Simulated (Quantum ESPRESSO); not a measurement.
# E(θ) between the sublattices of FeI2

Wanted: bilinear and biquadratic couplings of FeI2 from constrained non-collinear runs.

Program: Quantum ESPRESSO 7.5. Level of theory: LDA; plane waves with GBRV 1.5 LDA potentials, no spin-orbit coupling. Results are calculated unless marked as measured.

Most raw output is cut from this account.

The database entry behind the starting cell has ideal inner coordinates that were not refined, so it need not match the best structure at ambient conditions.

## Step 1: Set-up

It takes space group P-3m1 (No. 164, trigonal). Conventional cell: a = 4.040 Å, b = 4.040 Å, c = 6.750 Å, α = 90.00°, β = 90.00°, γ = 120.00°. Fe has 6 I at 2.88 Å nearest. I has 3 Fe at 2.88 Å nearest. Farther neighbours and most contacts between anions are not listed.

The cell comes from the Crystallography Open Database.

## Step 2: The collinear order that defines the sublattices

Typed as antiferro q=(0,1/2,0) +-. The wavevector q is in fractions of the reciprocal vectors of the crystal's primitive cell, as the cells of these inputs are built from it; moments change sign between cells as cos(2π q·R).

The input, pw.in:

```
&CONTROL
  calculation = 'scf'
  prefix = 'pwscf'
  outdir = './tmp'
  pseudo_dir = './pseudo'
  disk_io = 'nowf'
/
&SYSTEM
  ibrav = 0
  nat = 6
  ntyp = 3
  ecutwfc = 34
  ecutrho = 238
  nbnd = 40
  occupations = 'smearing'
  smearing = 'fd'
  degauss = 0.00999582
  nspin = 2
  starting_magnetization(1) = 0.25
  starting_magnetization(2) = -0.25
  starting_magnetization(3) = 0
/
&ELECTRONS
  conv_thr = 6d-08
  electron_maxstep = 150
  mixing_beta = 0.3
/
ATOMIC_SPECIES
Fe1    55.8450 fe_lda_v1.5.uspp.F.UPF
Fe2    55.8450 fe_lda_v1.5.uspp.F.UPF
I     126.9045 i_lda_v1.uspp.F.UPF
CELL_PARAMETERS bohr
   7.6344935435    0.0000000000    0.0000000000
  -7.6344935435   13.2233307074    0.0000000000
   0.0000000000    0.0000000000   12.7556513412
ATOMIC_POSITIONS crystal
Fe1     0.0000000000    0.0000000000    0.0000000000
Fe2     0.0000000000    0.5000000000    0.0000000000
I       0.3333333333    0.3333333334    0.2500000000
I       0.3333333333    0.8333333333    0.2500000000
I       0.6666666667    0.1666666666    0.7500000000
I       0.6666666667    0.6666666666    0.7500000000
K_POINTS automatic
4 2 2 0 0 0
```

Run with:

```sh
$ OMP_NUM_THREADS=1 mpirun -n 4 pw.x -nk 2 -in pw.in > pw.out
```

Elapsed: 31 s, on 4 MPI ranks of Arm Neoverse V1, shared host; peak memory 0.43 GiB.

Spin moment in the atom's sphere by atom:

| atom | spin moment in the atom's sphere (μB) |
| --- | --- |
| Fe1 | 3.37 |
| Fe2 | -3.37 |
| I3 | -0.04 |
| I4 | 0.04 |
| I5 | 0.04 |
| I6 | -0.04 |

Numbers from this step:

- smearing term TS: 0.4664 eV
- magnetization: 0 μB
- absolute magnetization: 7.233 μB
- final state: antiferromagnetic

Spin density in the bc plane at fractional x = 0.000, with atoms of Fe within 0.2 Å of it.

Ten even steps from '0' (-6.3 e/Å³) to '9' (5.9 e/Å³), each cell a mean:
```
96555555543024555555558
55555555554444555555555
55555555555555555555555
55555555555555555555555
55555555555555555555555
55555555555555555555555
55555555555555555555555
55555555555555555555555
55555555555555555555555
55555555555555555555555
55555555555555555555555
55555555555555555555555
55555555555555555555555
55555555555555555555555
55555555555555555555555
55555555555555555555555
55555555555445555555555
65555555544344555555556
96555555543014555555569
```
Columns run along b (8.1 Å), rows up along c (6.8 Å). Atoms in or near the plane, at fractional coordinates: Fe at (0.00, 0.00), Fe at (0.50, 0.00).

Valence density in the bc plane at fractional x = 0.000, with atoms of Fe within 0.2 Å of it. It is the smooth field of the valence electrons, not physical close to the nuclei.

Ten steps, logarithmic in the rise over the least value, from '_' (0 e/Å³) to '@' (22 e/Å³), each cell a mean:
```
@@##--..________..==%%@@@@++..________..::**@@
**==::..______....::++**++--....______....--**
::....................::::..................::
____..............__________..............____
______....::::....__________......::....______
______............____________..........______
________........________________......________
______________________________________________
______________________________________________
______________________________________________
______________________________________________
__________..______________________..__________
________........______________..........______
______............____________..........______
______....::::....__________......::......____
..............................................
--::................::--::................::--
%%++::..________..::**%%##--....______....==##
@@%%--..________..==%%@@@@++::________..::**@@
```
Columns run along b (8.1 Å), rows up along c (6.8 Å). Atoms in or near the plane, at fractional coordinates: Fe at (0.00, 0.00), Fe at (0.50, 0.00).

## Step 3: The parallel state in the same cell

This run has no penalty. It is needed because the penalty of the later runs acts on every atom: an induced moment is typed with its parallel value times cos(θ/2) along z and its opposed value times sin(θ/2) along x, rounded to 0.01 μB.

Edit pw.in of step 2 so:

```diff
@@ -10,6 +10,6 @@
   nat = 6
-  ntyp = 3
+  ntyp = 2
   ecutwfc = 34
   ecutrho = 238
-  nbnd = 40
+  nbnd = 44
   occupations = 'smearing'
@@ -19,4 +19,3 @@
   starting_magnetization(1) = 0.25
-  starting_magnetization(2) = -0.25
-  starting_magnetization(3) = 0
+  starting_magnetization(2) = 0
 /
@@ -28,4 +27,3 @@
 ATOMIC_SPECIES
-Fe1    55.8450 fe_lda_v1.5.uspp.F.UPF
-Fe2    55.8450 fe_lda_v1.5.uspp.F.UPF
+Fe     55.8450 fe_lda_v1.5.uspp.F.UPF
 I     126.9045 i_lda_v1.uspp.F.UPF
@@ -36,4 +34,4 @@
 ATOMIC_POSITIONS crystal
-Fe1     0.0000000000    0.0000000000    0.0000000000
-Fe2     0.0000000000    0.5000000000    0.0000000000
+Fe      0.0000000000    0.0000000000    0.0000000000
+Fe      0.0000000000    0.5000000000    0.0000000000
 I       0.3333333333    0.3333333334    0.2500000000
```

The job ended after 32 s (4 MPI ranks; peak memory 0.38 GiB).

Spin moment in the atom's sphere by atom:

| atom | spin moment in the atom's sphere (μB) |
| --- | --- |
| Fe1 | 3.42 |
| Fe2 | 3.42 |
| I3 | 0.16 |
| I4 | 0.16 |
| I5 | 0.16 |
| I6 | 0.16 |

Read from the output:

| Quantity | Value |
| --- | --- |
| smearing term TS | 0.4122 eV |
| magnetization | 7.938 μB |
| absolute magnetization | 7.953 μB |
| final state | ferromagnetic |

## Step 4: Angle 0°, no penalty

The two sets tilt by half the angle to either side of z. A collinear state is stationary and needs no penalty.

Edit pw.in of step 3 so:

```diff
@@ -13,3 +13,3 @@
   ecutrho = 238
-  nbnd = 44
+  nbnd = 80
   occupations = 'smearing'
@@ -17,4 +17,6 @@
   degauss = 0.00999582
-  nspin = 2
-  starting_magnetization(1) = 0.25
+  noncolin = .true.
+  starting_magnetization(1) = 0.2106
+  angle1(1) = 0
+  angle2(1) = 0
   starting_magnetization(2) = 0
```

The job ended after 77 s (4 MPI ranks; peak memory 0.74 GiB; 5.2 min of CPU time).

Spin moment in the atom's sphere by atom:

| atom | x (μB) | y (μB) | z (μB) | size |
| --- | --- | --- | --- | --- |
| Fe1 | 0.00 | 0.00 | 3.42 | 3.42 |
| Fe2 | 0.00 | 0.00 | 3.42 | 3.42 |
| I3 | 0.00 | 0.00 | 0.16 | 0.16 |
| I4 | 0.00 | 0.00 | 0.16 | 0.16 |
| I5 | 0.00 | 0.00 | 0.16 | 0.16 |
| I6 | 0.00 | 0.00 | 0.16 | 0.16 |

This step gave:

- smearing term TS: 0.4122 eV
- magnetization: 0, 0, 7.938 μB
- absolute magnetization: 7.953 μB
- final state: ferromagnetic

## Step 5: Angle 30°, lambda 0.5 Ry

A penalty pulls the polar angle of each moment to the typed one; its size and its azimuth are free.

The input, pw.in:

```
&CONTROL
  calculation = 'scf'
  prefix = 'pwscf'
  outdir = './tmp'
  pseudo_dir = './pseudo'
  disk_io = 'nowf'
/
&SYSTEM
  ibrav = 0
  nat = 6
  ntyp = 4
  ecutwfc = 34
  ecutrho = 238
  nbnd = 80
  occupations = 'smearing'
  smearing = 'fd'
  degauss = 0.00999582
  noncolin = .true.
  starting_magnetization(1) = 0.2106
  angle1(1) = 15
  angle2(1) = 0
  starting_magnetization(2) = 0.2106
  angle1(2) = 15
  angle2(2) = 180
  starting_magnetization(3) = 0.0229
  angle1(3) = 3.576
  angle2(3) = 180
  starting_magnetization(4) = 0.0229
  angle1(4) = 3.576
  angle2(4) = 0
  constrained_magnetization = 'atomic direction'
  lambda = 0.5
/
&ELECTRONS
  conv_thr = 6d-08
  electron_maxstep = 150
  mixing_beta = 0.3
/
ATOMIC_SPECIES
Fe1    55.8450 fe_lda_v1.5.uspp.F.UPF
Fe2    55.8450 fe_lda_v1.5.uspp.F.UPF
I1    126.9045 i_lda_v1.uspp.F.UPF
I2    126.9045 i_lda_v1.uspp.F.UPF
CELL_PARAMETERS bohr
   7.6344935435    0.0000000000    0.0000000000
  -7.6344935435   13.2233307074    0.0000000000
   0.0000000000    0.0000000000   12.7556513412
ATOMIC_POSITIONS crystal
Fe1     0.0000000000    0.0000000000    0.0000000000
Fe2     0.0000000000    0.5000000000    0.0000000000
I1      0.3333333333    0.3333333334    0.2500000000
I2      0.3333333333    0.8333333333    0.2500000000
I2      0.6666666667    0.1666666666    0.7500000000
I1      0.6666666667    0.6666666666    0.7500000000
K_POINTS automatic
4 2 2 0 0 0
```

Run time: 2.1 min. Hardware: 4 MPI ranks; peak memory 0.78 GiB.

Spin moment in the atom's sphere by atom:

| atom | x (μB) | y (μB) | z (μB) | size |
| --- | --- | --- | --- | --- |
| Fe1 | 0.87 | 0.00 | 3.31 | 3.42 |
| Fe2 | -0.87 | 0.00 | 3.31 | 3.42 |
| I3 | -0.01 | 0.00 | 0.16 | 0.16 |
| I4 | 0.01 | 0.00 | 0.16 | 0.16 |
| I5 | 0.01 | 0.00 | 0.16 | 0.16 |
| I6 | -0.01 | 0.00 | 0.16 | 0.16 |

Numbers from this step:

```
smearing term TS       : 0.4151 eV
magnetization          : 0, 0, 7.665 μB
absolute magnetization : 7.916 μB
penalty energy         : 0.031 meV
final state            : non-collinear
```

## Step 6: Angle 60°, lambda 0.5 Ry

Edit pw.in of step 5 so:

```diff
@@ -19,12 +19,12 @@
   starting_magnetization(1) = 0.2106
-  angle1(1) = 15
+  angle1(1) = 30
   angle2(1) = 0
   starting_magnetization(2) = 0.2106
-  angle1(2) = 15
+  angle1(2) = 30
   angle2(2) = 180
-  starting_magnetization(3) = 0.0229
-  angle1(3) = 3.576
+  starting_magnetization(3) = 0.0202
+  angle1(3) = 8.13
   angle2(3) = 180
-  starting_magnetization(4) = 0.0229
-  angle1(4) = 3.576
+  starting_magnetization(4) = 0.0202
+  angle1(4) = 8.13
   angle2(4) = 0
```

Run time: 98 s. Hardware: 4 MPI ranks; peak memory 0.78 GiB; 6.5 min of CPU time.

This step gave:

```
smearing term TS       : 0.4240 eV
magnetization          : 0, 0, 6.842 μB
absolute magnetization : 7.808 μB
penalty energy         : 0.0356 meV
final state            : non-collinear
largest moment         : 3.410 μB
```

## Step 7: Angle 120°, lambda 0.5 Ry

Edit pw.in of step 6 so:

```diff
@@ -19,12 +19,12 @@
   starting_magnetization(1) = 0.2106
-  angle1(1) = 30
+  angle1(1) = 60
   angle2(1) = 0
   starting_magnetization(2) = 0.2106
-  angle1(2) = 30
+  angle1(2) = 60
   angle2(2) = 180
-  starting_magnetization(3) = 0.0202
-  angle1(3) = 8.13
+  starting_magnetization(3) = 0.0122
+  angle1(3) = 20.556
   angle2(3) = 180
-  starting_magnetization(4) = 0.0202
-  angle1(4) = 8.13
+  starting_magnetization(4) = 0.0122
+  angle1(4) = 20.556
   angle2(4) = 0
```

Elapsed: 22 min, on 4 MPI ranks; peak memory 0.78 GiB.

Residual by cycle:

cycle, log10 residual and a bar from the least value:
```
        1        1.5 ##################
       15       -0.5 ######
       28       -0.7 #####
       42        2.0 ####################
       55       -1.0 ###
       69       -0.9 ###
       82        3.6 ##############################
       96        1.8 ###################
      109       -1.1 ##
      123       -1.3 #
      136       -1.1 ##
      150       -1.5
```

The run stopped without converging, so none of its numbers is a property of the system.

After 150 cycles the residual stands at 0.033, against 0.12 at cycle 76 and a least value of 0.033. The cap of 150 cycles in the input ended the loop.

## Step 8: Angle 180°, no penalty

The input, pw.in:

```
&CONTROL
  calculation = 'scf'
  prefix = 'pwscf'
  outdir = './tmp'
  pseudo_dir = './pseudo'
  disk_io = 'nowf'
/
&SYSTEM
  ibrav = 0
  nat = 6
  ntyp = 3
  ecutwfc = 34
  ecutrho = 238
  nbnd = 80
  occupations = 'smearing'
  smearing = 'fd'
  degauss = 0.00999582
  noncolin = .true.
  starting_magnetization(1) = 0.2106
  angle1(1) = 90
  angle2(1) = 0
  starting_magnetization(2) = 0.2106
  angle1(2) = 90
  angle2(2) = 180
  starting_magnetization(3) = 0
/
&ELECTRONS
  conv_thr = 6d-08
  electron_maxstep = 150
  mixing_beta = 0.3
/
ATOMIC_SPECIES
Fe1    55.8450 fe_lda_v1.5.uspp.F.UPF
Fe2    55.8450 fe_lda_v1.5.uspp.F.UPF
I     126.9045 i_lda_v1.uspp.F.UPF
CELL_PARAMETERS bohr
   7.6344935435    0.0000000000    0.0000000000
  -7.6344935435   13.2233307074    0.0000000000
   0.0000000000    0.0000000000   12.7556513412
ATOMIC_POSITIONS crystal
Fe1     0.0000000000    0.0000000000    0.0000000000
Fe2     0.0000000000    0.5000000000    0.0000000000
I       0.3333333333    0.3333333334    0.2500000000
I       0.3333333333    0.8333333333    0.2500000000
I       0.6666666667    0.1666666666    0.7500000000
I       0.6666666667    0.6666666666    0.7500000000
K_POINTS automatic
4 2 2 0 0 0
```

It took 76 s on 4 MPI ranks; peak memory 0.74 GiB; 5 min of CPU time.

Numbers from this step:

- smearing term TS: 0.4664 eV
- magnetization: 0, 0, 0 μB
- absolute magnetization: 7.233 μB
- final state: antiferromagnetic
- largest moment: 3.371 μB

## Step 9: E(θ)

Not every run of the table is shown above.

Canting:

| lambda (Ry) | typed angle (degrees) | final angle (degrees) | energy less that at the first angle (meV a seeded atom) | penalty energy, not in the total (meV a cell) | largest site moment (μB) | CPU time (s) |
| --- | --- | --- | --- | --- | --- | --- |
| - | 0 | 0 | 0 | 0 | 3.424 | 309.5 |
| 0.5 | 30 | 29.42 | 0.5676 | 0.03102 | 3.42 | 499.7 |
| 0.5 | 60 | 59.68 | 2.327 | 0.03565 | 3.41 | 390.8 |
| 0.5 | 90 | 89.8 | 5.004 | 0.1053 | 3.396 | 713.5 |
| - | 180 | 180 | 11.41 | 0 | 3.371 | 302.4 |

A fit to E = E0 − A cos θ − B cos² θ gives A = 5.70 meV and B = -0.676 meV a seeded atom.

## Step 10: Results

| Item | Value |
| --- | --- |
| angle of lowest energy | 0° |
| range of the energy | 11.4 meV a seeded atom |
| range of the largest moment | 3.37 to 3.42 μB |
| bilinear coefficient A | 5.70 meV |
| biquadratic coefficient B | -0.676 meV |

The penalty holds the angles within 0.58° of the typed ones. A is positive, so parallel sublattices are favoured; B is 0.12 of it in size and favours perpendicular moments, a term beyond the Heisenberg model. The largest moment changes by 1.6 % over the angles. The run at 120° with lambda 0.5 Ry did not converge and is not in the table. The run at 150° with lambda 0.5 Ry did not converge and is not in the table. This holds for the two sublattices of this cell; other orders were not tried. Without spin–orbit coupling only the angle between the moments matters. The mesh is coarse, so differences of some ten meV can be noise where moments are itinerant. Energies are free energies at an electronic temperature of 1580 K, which lowers moments and differences where the moments are itinerant. The cutoff lies under the 40 Ry that these files are usually run at. The smearing term is large for its width, so states at the Fermi level are partly filled: at this level the cell is a metal or has a gap of a few widths at most.

[Logs and program files are shortened in this print: banners, set-up blocks, solver, clock and traceback lines can be left out without a mark of their own.]

[Logs are printed without paths, hosts, clocks, repeated set-up lines and the standing remarks that a program may print on its own settings, such as how far it seeks lower states.]

[Hosts, paths, dates, database ids (printed as entryN), source tags and the programs' standing remarks are cut or masked in the printed files.]

[Where a cell is said to come from a database of computed structures, the database is the Materials Project.]
